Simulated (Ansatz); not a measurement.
# A hypothetical structure for BeAg

Starting from a made-up structure for BeAg, the aim is the relaxed cell, its shortest contacts and, where a second run follows, its electronic structure.

Calculated with Ansatz 0.2.0; DFT, PBE, plane-wave PAW, files of the set soft_1, scalar-relativistic, no spin, cell and ions relaxed at zero pressure; PAW set soft_1, in the first sound run; inputs show where later runs differ.

## 1. Starting point

Symmetry: Pm-3m, No. 221, cubic system. The conventional cell has a = 2.930 Å, b = 2.930 Å, c = 2.930 Å, α = 90.00°, β = 90.00°, γ = 90.00°. Ag has 8 Be at 2.54 Å nearest. Be has 8 Ag at 2.54 Å nearest. Farther neighbours are not listed.

## 2. Relaxing cell and atoms

The guess takes its coordinates from another compound and its volume from a rule, so the cell and any free coordinates are relaxed together.

input.yaml

```yaml
crystal:
  lattice:
    - [2.93, 0.0, 0.0]
    - [0.0, 2.93, 0.0]
    - [0.0, 0.0, 2.93]
  atoms:
    - { symbol: Ag, position: [0.0, 0.0, 0.0] }
    - { symbol: Be, position: [0.5, 0.5, 0.5] }
kpoints:
  mp_grid: { grid: [9, 9, 9] }
scf:
  occupations: { method: fermi_dirac, width: 0.05 }
hamiltonian:
  xc: pbe
  pseudopotentials: { kind: paw, azcp: { folder: soft_1 } }
relax:
  f_tol: 0.015
  max_steps: 70
  cell: {}
output:
  forces: true
  stress: true
```

On the command line:

```bash
$ ansatz run input.yaml --threads 4 --pin off --max-ram 8192MiB --backend cpu --events-out ev --progress --plain --runs-dir out
```

Numbers of over 12 decimals in the logs are rounded to 6 here.

Log:

```text
Engine: ansatz 0.2.0, aarch64-unknown-linux-gnu
Pseudopotentials: kind: paw
Pseudopotential: Ag, paw, valence charge 19, recommended cutoff 420 eV (normal), soft_1/Ag.paw.azcp
Pseudopotential: Be, paw, valence charge 2, recommended cutoff 420 eV (normal), soft_1/Be.paw.azcp
Functional definition: PBE
  parameter kappa = 0.804
  parameter beta = 0.066725
  exchange = pbe_x(kappa = kappa, mu = beta*pi^2/3)
  correlation = pbe_c(beta = beta)
Crystal: 2 atoms, lattice volume = 25.154 Å³
Basis set: ecut = 420 eV, 461 PW (Γ), exchange–correlation on 40×40×40 points (8 copies of the dense FFT grid, shifted against one another)
Bands: 15, of which v1, the nominal top of the filled ones, is band 11 counted from 1 (10 counted from 0)
Symmetry: 48 space group operations
Space group: Pm-3m (ITA 221), of the structure as read, at distance tolerance 2.9e-5 Å
k-points: 35 of 729
Non-local potential: Ag, projectors of the file, l = 0: 3, l = 1: 2, l = 2: 2, l = 3: 1
Non-local potential: Be, projectors of the file, l = 0: 2, l = 1: 2, l = 2: 1
PAW form: soft (Blöchl's): semilocal exchange-correlation on the pseudo side does not see the compensation charge
PAW one-centre angular grid: Ag, 590 points (default); XC on 64 Gauss nodes
PAW one-centre angular grid: Be, 110 points (default); XC on 64 Gauss nodes
Initial density: superposition of atomic densities (chi_scale 0.1, normalization cell, long waves kept (reshape's long-wave potential 0.00 eV rms))
Initial wavefunctions: pseudopotential atomic-orbital guess
Functional: x = pbe(κ = 0.804, μ = 0.219515), c = pbe(β = 0.066725)
SCF iter   1: F=—  HF=-7684.184529 eV  |F-HF|=—  |Δ(HF+E_count)|=         —  Δρ=1.21e-1  dr2=4.76e0  ethr=3.10e-3  ⟨swp⟩=5.1  Hψ=2607  notcnv=0
preconditioner: auto → none  [metal: Δε(μ)=0.086 eV  Ē_g=11.078 eV  σ=0.050 eV  W_gap=0.37  n_scr=6 (ndim 8)  ℏωp=26.7 eV  f_vac=0.000  D(μ)=1.21/eV (n_scr^D=6)  sad-step TF]
SCF iter   2: F=—  HF=-7683.516605 eV  |F-HF|=—  |Δ(HF+E_count)|=   6.68e-1  Δρ=7.15e-2  dr2=1.83e0  ethr=3.10e-3  ⟨swp⟩=2.8  Hψ=1112  notcnv=0  defer=11
SCF iter   3: F=—  HF=-7683.056000 eV  |F-HF|=—  |Δ(HF+E_count)|=   4.61e-1  Δρ=1.08e-2  dr2=3.97e-2  ethr=3.10e-3  ⟨swp⟩=2.2  Hψ=918  notcnv=0  defer=12
SCF iter   4: F=—  HF=-7683.046169 eV  |F-HF|=—  |Δ(HF+E_count)|=   9.83e-3  Δρ=8.54e-4  dr2=8.67e-5  ethr=1.89e-4  ⟨swp⟩=2.2  Hψ=985  notcnv=0  defer=14
SCF iter   5: F=—  HF=-7683.046286 eV  |F-HF|=—  |Δ(HF+E_count)|=   1.18e-4  Δρ=3.05e-4  dr2=3.40e-5  ethr=4.13e-7  ⟨swp⟩=2.3  Hψ=837  notcnv=0  defer=14
SCF iter   6: F=—  HF=-7683.046277 eV  |F-HF|=—  |Δ(HF+E_count)|=   9.54e-6  Δρ=4.90e-5  dr2=8.10e-7  ethr=1.62e-7  ⟨swp⟩=2.3  Hψ=694  notcnv=0  defer=14
SCF iter   7: F=-7683.046277 eV  HF=-7683.046277 eV  |F-HF|=8.70e-9  |Δ(HF+E_count)|=   2.04e-7  Δρ=5.33e-6  dr2=1.00e-8  ethr=4.76e-10  ⟨swp⟩=4.0  Hψ=1615  notcnv=0
SCF 1 converged in 7 iterations: F = -7683.046277 eV  dr2 = 1.00e-8
  greatest PAW one-centre occupation: 1.002 electrons in one spin orbital (limit 2), on the Ag atom at site 0 (counted from 0), in its partial waves of l = 0
relax step   1: F+E_penalty+E_count = -7683.04627665 eV  Δ(F+E_penalty+E_count) = +0.000e0 eV  max|allowed force component| = 6.574e-32 eV/Å  Δτ_max = 0.0000 Å  P = +2.382 GPa  Ω = 25.154 Å³  (7 SCF iters, dr2 threshold 1.00e-7 eV, accepted)
Crystal: 2 atoms, lattice volume = 25.790 Å³
Basis set: ecut = 420 eV, 485 PW (Γ), exchange–correlation on 40×40×40 points (8 copies of the dense FFT grid, shifted against one another)
Initial density: handed on by an earlier stage of this run
Initial wavefunctions: those handed on with the density
iter 1 solved again at ethr=3.46e-5 eV; its pass at ethr=3.10e-3 eV (dr2=7.26e-3 eV) is discarded
SCF iter   1: F=—  HF=-7683.051439 eV  |F-HF|=—  |Δ(HF+E_count)|=         —  Δρ=4.38e-3  dr2=7.75e-3  ethr=3.46e-5  ⟨swp⟩=1.0  Hψ=3281  notcnv=0
preconditioner: auto → none  [metal: Δε(μ)=0.034 eV  Ē_g=12.129 eV  σ=0.050 eV  W_gap=0.17  n_scr=6 (ndim 8)  ℏωp=26.4 eV  f_vac=0.000  D(μ)=0.82/eV (n_scr^D=6)]
SCF iter   2: F=—  HF=-7683.050085 eV  |F-HF|=—  |Δ(HF+E_count)|=   1.35e-3  Δρ=3.96e-3  dr2=3.28e-3  ethr=3.46e-5  ⟨swp⟩=2.0  Hψ=907  notcnv=0
SCF iter   3: F=—  HF=-7683.049215 eV  |F-HF|=—  |Δ(HF+E_count)|=   8.70e-4  Δρ=6.08e-4  dr2=6.68e-5  ethr=1.56e-5  ⟨swp⟩=2.3  Hψ=769  notcnv=0
SCF iter   4: F=—  HF=-7683.049195 eV  |F-HF|=—  |Δ(HF+E_count)|=   2.05e-5  Δρ=7.87e-5  dr2=6.83e-7  ethr=3.18e-7  ⟨swp⟩=2.5  Hψ=919  notcnv=0
SCF iter   5: F=-7683.049195 eV  HF=-7683.049195 eV  |F-HF|=1.64e-9  |Δ(HF+E_count)|=   3.93e-7  Δρ=5.28e-6  dr2=3.44e-9  ethr=9.52e-10  ⟨swp⟩=3.8  Hψ=1469  notcnv=0
SCF 2 converged in 5 iterations: F = -7683.049195 eV  dr2 = 3.44e-9
relax step   2: F+E_penalty+E_count = -7683.04919512 eV  Δ(F+E_penalty+E_count) = -2.918e-3 eV  max|allowed force component| = 8.217e-32 eV/Å  Δτ_max = 0.0000 Å  P = -0.697 GPa  Ω = 25.790 Å³  energy of the carried Pulay correction = -2.849e-4 eV  (5 SCF iters, dr2 threshold 2.00e-7 eV, accepted)
Crystal: 2 atoms, lattice volume = 25.643 Å³
iter 1 solved again at ethr=1.67e-6 eV; its pass at ethr=3.10e-3 eV (dr2=3.52e-4 eV) is discarded
SCF iter   1: F=—  HF=-7683.049671 eV  |F-HF|=—  |Δ(HF+E_count)|=         —  Δρ=9.98e-4  dr2=3.98e-4  ethr=1.67e-6  ⟨swp⟩=1.9  Hψ=2871  notcnv=0
preconditioner: auto → none  [metal: Δε(μ)=0.040 eV  Ē_g=12.100 eV  σ=0.050 eV  W_gap=0.20  n_scr=6 (ndim 8)  ℏωp=26.4 eV  f_vac=0.000  D(μ)=0.83/eV (n_scr^D=6)]
SCF iter   2: F=—  HF=-7683.049613 eV  |F-HF|=—  |Δ(HF+E_count)|=   5.85e-5  Δρ=8.94e-4  dr2=1.66e-4  ethr=1.67e-6  ⟨swp⟩=2.1  Hψ=759  notcnv=0
SCF iter   3: F=—  HF=-7683.049593 eV  |F-HF|=—  |Δ(HF+E_count)|=   1.97e-5  Δρ=1.34e-4  dr2=3.11e-6  ethr=7.93e-7  ⟨swp⟩=2.3  Hψ=767  notcnv=0
SCF iter   4: F=-7683.049592 eV  HF=-7683.049592 eV  |F-HF|=1.59e-8  |Δ(HF+E_count)|=   1.18e-6  Δρ=1.74e-5  dr2=2.89e-8  ethr=9.52e-10  ⟨swp⟩=2.2  Hψ=1911  notcnv=0
SCF 3 converged in 4 iterations: F = -7683.049592 eV  dr2 = 2.89e-8
relax step   3: F+E_penalty+E_count = -7683.04959195 eV  Δ(F+E_penalty+E_count) = -3.968e-4 eV  max|allowed force component| = 1.315e-31 eV/Å  Δτ_max = 0.0000 Å  P = -0.024 GPa  Ω = 25.643 Å³  energy of the carried Pulay correction = -2.198e-4 eV  (4 SCF iters, dr2 threshold 2.00e-7 eV, accepted)
Initial wavefunctions: pseudopotential atomic-orbital guess (no wavefunctions were taken with the density)
iter 1 solved again at ethr=2.08e-8 eV; its pass at ethr=3.10e-3 eV (dr2=4.38e-6 eV) is discarded
SCF iter   1: F=—  HF=-7683.049765 eV  |F-HF|=—  |Δ(HF+E_count)|=         —  Δρ=8.66e-5  dr2=8.64e-8  ethr=2.08e-8  ⟨swp⟩=3.0  Hψ=4053  notcnv=0
preconditioner: auto → none  [metal: Δε(μ)=0.040 eV  Ē_g=12.114 eV  σ=0.050 eV  W_gap=0.20  n_scr=6 (ndim 8)  ℏωp=26.4 eV  f_vac=0.000  D(μ)=0.83/eV (n_scr^D=6)]
SCF iter   2: F=—  HF=-7683.049804 eV  |F-HF|=—  |Δ(HF+E_count)|=   3.81e-5  Δρ=4.43e-5  dr2=5.31e-8  ethr=4.12e-10  ⟨swp⟩=2.0  Hψ=893  notcnv=0
SCF iter   3: F=—  HF=-7683.049805 eV  |F-HF|=—  |Δ(HF+E_count)|=   9.41e-7  Δρ=1.77e-5  dr2=2.61e-8  ethr=2.53e-10  ⟨swp⟩=2.1  Hψ=750  notcnv=0
SCF iter   4: F=—  HF=-7683.049805 eV  |F-HF|=—  |Δ(HF+E_count)|=   1.23e-7  Δρ=1.11e-6  dr2=2.61e-10  ethr=1.24e-10  ⟨swp⟩=2.1  Hψ=743  notcnv=0
SCF iter   5: F=—  HF=-7683.049805 eV  |F-HF|=—  |Δ(HF+E_count)|=  9.55e-11  Δρ=2.99e-7  dr2=2.46e-11  ethr=1.24e-12  ⟨swp⟩=2.4  Hψ=800  notcnv=0
SCF iter   6: F=-7683.049805 eV  HF=-7683.049805 eV  |F-HF|=1.82e-12  |Δ(HF+E_count)|=  2.73e-12  Δρ=8.49e-8  dr2=2.06e-12  ethr=1.00e-12  ⟨swp⟩=4.9  Hψ=1703  notcnv=0
SCF 4 converged in 6 iterations: F = -7683.049805 eV  dr2 = 2.06e-12
relax step   4: F+E_penalty+E_count = -7683.04980464 eV  Δ(F+E_penalty+E_count) = -2.127e-4 eV  max|allowed force component| = 5.341e-32 eV/Å  Δτ_max = 0.0000 Å  P = -0.029 GPa  Ω = 25.643 Å³  stress off target by 2.92e-2 GPa  SCF on the basis re-selected at this cell (its energy is not comparable with the rows above)  (6 SCF iters)
basis re-selected at this cell: Δ(F+E_penalty+E_count) = -2.127e-4 eV, ΔP = -0.005 GPa vs the last step (what re-selecting the basis moved, of the pressure what is left beyond the Pulay correction that the steps carried, after the strain that the cell walked since its last selection, with what the two solves' SCF thresholds leave and, on support functions, any second-order correction that the steps lacked; it is no m [...]
SCF converged after 6 iterations
Free energy (F): -7683.049805 eV
Harris-Foulkes:  -7683.049805 eV  (|F-HF|=1.82e-12)
Internal energy: -7683.043253 eV  (E = F + TS)
E sigma→0 (E₀):  -7683.046529 eV
Entropy (-TS):   -0.006551 eV (-3.276 meV/atom)
Fermi energy:    14.414552 eV
--- Per-component energies (eV) ---
  E_band       = -287.311373
  E_kinetic    = 484.889900
  E_local      = -2580.137114  (includes V_loc(G=0)·N_el)
  E_nonlocal   = 33.816722
  E_hartree    = 1246.989184
  E_xc         = -179.440069
  E_vxc        = -222.124223  (∫ρ·V_xc dr)
  E_paw        = -4011.861106  (= ΣΔE_a)
  E_vpaw       = -497.735355  (= ΣTr[D̂ρ^β])
  E_aug_tail   = 0.000392  (compensation charges beyond the density's cutoff)
  E_ewald      = -2677.301162
  E_smearing   = -0.006551  (= −TS)
  E_closure    = 0.000000  (closes the sum)
  Σ components = -7683.049805   (vs F -7683.049805, Δ=0.00e0)
--- Forces (eV/Å), atoms counted from 1 ---
  atom   1  Ag    -0.00000000    -0.00000000    -0.00000000
  atom   2  Be     0.00000000    -0.00000000     0.00000000
  max |Σ_I F_I| component: 9.86e-32 eV/Å
--- Stress (GPa, compression-positive) ---
       -0.029250      -0.000000       0.000000
       -0.000000      -0.029250       0.000000
        0.000000       0.000000      -0.029250
  P = ⅓ Tr σ = -0.0292 GPa (-0.292 kbar)
--- Relaxed structure (3 steps of the walk, 3 accepted, 1 SCFs on fresh bases) ---
  F+E_penalty+E_count = -7683.04980464 eV   max|allowed force component| = 5.341e-32 eV/Å   (the final SCF, on the basis selected at the relaxed cell)
  cell:  # Å, volume = 25.6432 Å³
    - [2.948881, 0, 0]
    - [0, 2.948881, 0]
    - [0, 0, 2.948881]
  atoms:
    - { symbol: Ag, position: [0, 0, 0] }
    - { symbol: Be, position: [0.5, 0.5, 0.5] }
```

Elapsed: 1.3 s, on 4 threads of Arm Neoverse V2, shared host; peak memory 0.28 GiB.

The steps of the relaxation:

| step | energy less that of the first step (eV) | largest force component (eV/Å) | pressure (GPa) | volume (Å³) |
| --- | --- | --- | --- | --- |
| 1 | 0.0000 | 0.0000 | 2.38 | 25.15 |
| 2 | -0.0029 | 0.0000 | -0.70 | 25.79 |
| 3 | -0.0033 | 0.0000 | -0.02 | 25.64 |
| 4* | -0.0035 | 0.0000 | -0.03 | 25.64 |

Relaxation steps marked * repeat the geometry before them on a plane-wave basis chosen anew for their cell, so energy and pressure can jump there.

Forces are held to the 48 operations that the run works with; a distortion that breaks them can't arise in this run.

| conventional cell, symmetrised | before | after | change |
| --- | --- | --- | --- |
| a (Å) | 2.930 | 2.949 | +0.6 % |
| b (Å) | 2.930 | 2.949 | +0.6 % |
| c (Å) | 2.930 | 2.949 | +0.6 % |
| volume (Å³/atom) | 12.58 | 12.82 | +1.9 % |

Final coordinates:

```xyz
2
Lattice="2.9489 0.0000 0.0000 0.0000 2.9489 0.0000 0.0000 0.0000 2.9489" Properties=species:S:1:pos:R:3 pbc="T T T"
Ag    0.0000    0.0000    0.0000
Be    1.4744    1.4744    1.4744
```

This step gave:

- free energy: -7683.0498 eV
- energy at zero smearing: -7683.0465 eV
- smearing term TS: 0.006551 eV
- Fermi energy: 14.41 eV
- electrons: 21
- symmetry operations: 48
- pressure: -0.02925 GPa

The shortest distance of each pair, which need not be the same contact before and after:

| pair | guess (Å) | relaxed (Å) |
| --- | --- | --- |
| Ag–Be | 2.537 | 2.554 |
| Ag–Ag | 2.930 | 2.949 |
| Be–Be | 2.930 | 2.949 |

The relaxation ends with a pressure of -0.03 GPa.

## 3. Bands of the relaxed cell

A second self-consistent run takes a narrower smearing and the mesh shown in its input; the bands follow along the standard path of the relaxed lattice.

This step: DFT, PBE, plane-wave PAW, files of the set soft_1, scalar-relativistic, no spin, bands and density of states at the relaxed cell; PAW set soft_1 (Ansatz 0.2.0).

input.yaml

```yaml
crystal:
  lattice:
    - [2.9488810873, 0.0, 0.0]
    - [0.0, 2.9488810873, 0.0]
    - [0.0, 0.0, 2.9488810873]
  atoms:
    - { symbol: Ag, position: [0.0, 0.0, 0.0] }
    - { symbol: Be, position: [0.5, 0.5, 0.5] }
kpoints:
  mp_grid: { grid: [10, 10, 10] }
  band_path:
    path:
      - [[0.0, 0.0, 0.0], [0.0, 0.5, 0.0], [0.5, 0.5, 0.0], [0.0, 0.0, 0.0], [0.5, 0.5, 0.5], [0.0, 0.5, 0.0]]
      - [[0.5, 0.5, 0.0], [0.5, 0.5, 0.5]]
    npoints: 13
scf:
  occupations: { method: fermi_dirac, width: 0.03 }
  n_extra_bands: 6
hamiltonian:
  xc: pbe
  pseudopotentials: { kind: paw, azcp: { folder: soft_1 } }
output:
  forces: true
  stress: true
  write_bands: true
  dos: { projected: true }
  write_density: true
  write_potential: true
  elf: true
  volumetric_format: npy
```

Log:

```text
[...]
Crystal: 2 atoms, lattice volume = 25.643 Å³
Basis set: ecut = 420 eV, 485 PW (Γ), exchange–correlation on 40×40×40 points (8 copies of the dense FFT grid, shifted against one another)
Bands: 17, of which v1, the nominal top of the filled ones, is band 11 counted from 1 (10 counted from 0)
[... 1 set-up line as in the run before ...]
[...]
k-points: 56 of 1000
[...]
SCF iter   1: F=—  HF=-7684.157220 eV  |F-HF|=—  |Δ(HF+E_count)|=         —  Δρ=1.17e-1  dr2=4.61e0  ethr=3.10e-3  ⟨swp⟩=5.5  Hψ=4634  notcnv=0
[...]
SCF iter   7: F=-7683.063191 eV  HF=-7683.063191 eV  |F-HF|=6.85e-9  |Δ(HF+E_count)|=   1.81e-7  Δρ=4.75e-6  dr2=7.94e-9  ethr=4.76e-10  ⟨swp⟩=11.9  Hψ=5671  notcnv=0
SCF 1 converged in 7 iterations: F = -7683.063191 eV  dr2 = 7.94e-9
[...]
NSCF: frozen V_eff on 80 k-points
SCF converged after 7 iterations
Free energy (F): -7683.063191 eV
[...]
Internal energy: -7683.059301 eV  (E = F + TS)
E sigma→0 (E₀):  -7683.061246 eV
Entropy (-TS):   -0.003890 eV (-1.945 meV/atom)
Fermi energy:    14.548325 eV
[...]
--- Stress (GPa, compression-positive) ---
       -0.205318       0.000000       0.000000
        0.000000      -0.205318       0.000000
        0.000000       0.000000      -0.205318
  P = ⅓ Tr σ = -0.2053 GPa (-2.053 kbar)
--- Band table (eV; the first three rows and the last of 56) ---
  k-point 0: bands = [... 7 lower, 9.9531, 9.9531, 9.9531, 18.9490, 18.9490, 18.9490, 26.3884, 26.3884, ... 2 higher]
  k-point 1: bands = [... 7 lower, 9.8536, 9.8536, 9.9609, 18.1158, 19.2139, 19.2139, 26.2866, 26.9811, ... 2 higher]
  k-point 2: bands = [... 7 lower, 9.6086, 9.6086, 9.9814, 16.3744, 19.9505, 19.9505, 26.0111, 27.2640, ... 2 higher]
  k-point 55: bands = [... 7 lower, 10.6970, 10.6970, 18.1219, 18.6727, 18.6727, 18.6727, 18.8827, 18.8827, ... 2 higher]
```

The job ended after 0.63 s (4 threads; peak memory 0.29 GiB).

This step gave:

```
free energy             : -7683.0632 eV
energy at zero smearing : -7683.0612 eV
smearing term TS        : 0.003890 eV
Fermi energy            : 14.55 eV
pressure                : -0.2053 GPa
```

bands.tsv at the labelled points (eV, zero at the Fermi level; the bands that come nearest the Fermi level along the path):

```tsv
point	band 7	band 8	band 9	band 10	band 11	band 12	band 13	band 14
Γ	-6.62	-4.60	-4.60	-4.60	4.40	4.40	4.40	11.84
X	-5.50	-5.50	-5.05	-4.51	-2.41	8.26	8.26	10.70
M	-5.21	-5.21	-3.89	-2.25	-2.25	2.80	3.24	7.75
Γ	-6.62	-4.60	-4.60	-4.60	4.40	4.40	4.40	11.84
R	-7.04	-3.85	-3.85	3.57	4.12	4.12	4.12	4.33
X	-5.50	-5.50	-5.05	-4.51	-2.41	8.26	8.26	10.70
M	-5.21	-5.21	-3.89	-2.25	-2.25	2.80	3.24	7.75
R	-7.04	-3.85	-3.85	3.57	4.12	4.12	4.12	4.33
```

States per cell as run, both spins, in windows of 1 eV, from dos.tsv (zero at the Fermi level):

```csv
from,to,total
-8,-7,1.23
-7,-6,3.19
-6,-5,3.50
-5,-4,2.77
-4,-3,0.46
-3,-2,0.42
-2,-1,0.69
-1,0,0.56
0,1,0.46
1,2,0.30
2,3,0.15
3,4,1.06
4,5,1.03
5,6,1.04
```

A further 8.3 states lie below the table's range.

Valence density in the ac plane at fractional y = 0.000, with atoms of Ag within 0.2 Å of it. It is the smooth field of the valence electrons, not physical close to the nuclei.

Ten even steps from '0' (0 e/Å³) to '9' (23 e/Å³):
```
874200000000247
542100000000124
221000000000012
000000000000000
000000000000000
000000000000000
000000000000000
000000000000000
000000000000000
000000000000000
000000000000000
221000000000012
542100000000124
874200000000247
985200000000258
```
Columns run along a (2.9 Å), rows up along c (2.9 Å). Atoms in or near the plane, at fractional coordinates: Ag at (0.00, 0.00).

ELF in the ac plane at fractional y = 0.000, with atoms of Ag within 0.2 Å of it. It is the smooth field of the valence electrons, not physical close to the nuclei.

Ten even steps from '_' (0.19) to '@' (0.88):
```
%%##++==::____________::==++##
**++==--::____________::--==++
====--::..____________..::--==
--::::..____........____..::::
..________....::::....________
________....::::::::....______
________..::::----::::..______
________..::::----::::..______
________....::::::::....______
..________....::::....________
--::::..____........____..::::
====--::..____________..::--==
**++==--::____________::--==++
%%##++==::____________::==++##
@@%%**==--..________..--==**%%
```
Columns run along a (2.9 Å), rows up along c (2.9 Å). Atoms in or near the plane, at fractional coordinates: Ag at (0.00, 0.00).

Electrostatic potential energy in the ac plane at fractional y = 0.000, with atoms of Ag within 0.2 Å of it. With pseudopotentials it is smooth inside the atoms' cores, unlike the true potential.

Values in eV, 15 rows by 15 columns:
```
  7   1 -11 -16 -10   4  13  15  15  13   4 -10 -16 -11   1
 -9 -11 -16 -14  -6   7  13  15  15  13   7  -6 -14 -16 -11
-16 -16 -14  -9   2  11  14  16  16  14  11   2  -9 -14 -16
-12 -10  -6   2  10  14  15  16  16  15  14  10   2  -6 -10
  2   4   7  11  14  15  16  16  16  16  15  14  11   7   4
 12  13  13  14  15  16  16  16  16  16  16  15  14  13  13
 14  15  15  16  16  16  16  16  16  16  16  16  16  15  15
 14  15  15  16  16  16  16  16  16  16  16  16  16  15  15
 12  13  13  14  15  16  16  16  16  16  16  15  14  13  13
  2   4   7  11  14  15  16  16  16  16  15  14  11   7   4
-12 -10  -6   2  10  14  15  16  16  15  14  10   2  -6 -10
-16 -16 -14  -9   2  11  14  16  16  14  11   2  -9 -14 -16
 -9 -11 -16 -14  -6   7  13  15  15  13   7  -6 -14 -16 -11
  7   1 -11 -16 -10   4  13  15  15  13   4 -10 -16 -11   1
 15   7  -9 -16 -12   2  12  14  14  12   2 -12 -16  -9   7
```
Columns run along a (2.9 Å; values clipped at the 3rd and 97th percentile), rows up along c (2.9 Å). Atoms in or near the plane, at fractional coordinates: Ag at (0.00, 0.00).

## 4. Summary of results

```yaml
space_group_relaxed: Pm-3m
conventional_cell: a = 2.949, b = 2.949, c = 2.949 Å; α = 90.0°, β = 90.0°, γ = 90.0°
volume_per_atom: 12.82 Å³ (guess 12.58)
```

What this shows: BeAg relaxes to Pm-3m with a = 2.949, b = 2.949 and c = 2.949 Å. The guessed volume was 2 % too small. The space group Pm-3m was held in the relaxation, so the end point is a stationary structure within it and may be a saddle against distortions or other arrangements. Bands cross the Fermi level, so it is a metal or semimetal at this level. The electron count is odd, which forces that without spin polarisation or a larger cell. On the 10×10×10 mesh with the narrower smearing (relaxed on 9×9×9) the forces vanish, as symmetry may demand, and the largest stress component is 0.205 GPa, against the relaxation's thresholds of 0.015 eV/Å and 0.05 GPa. The cutoff wasn't tested. No dispersion term is used, so weakly bound directions may come out too long. The runs have no spin, and magnetism wasn't tested. Nothing here tests whether the compound is stable against decomposition.

[Logs are printed without paths, hosts, clocks, repeated set-up lines and the standing remarks that a program may print on its own settings, such as how far it seeks lower states.]

[Hosts, paths, dates, database ids (printed as entryN), source tags and the programs' standing remarks are cut or masked in the printed files.]
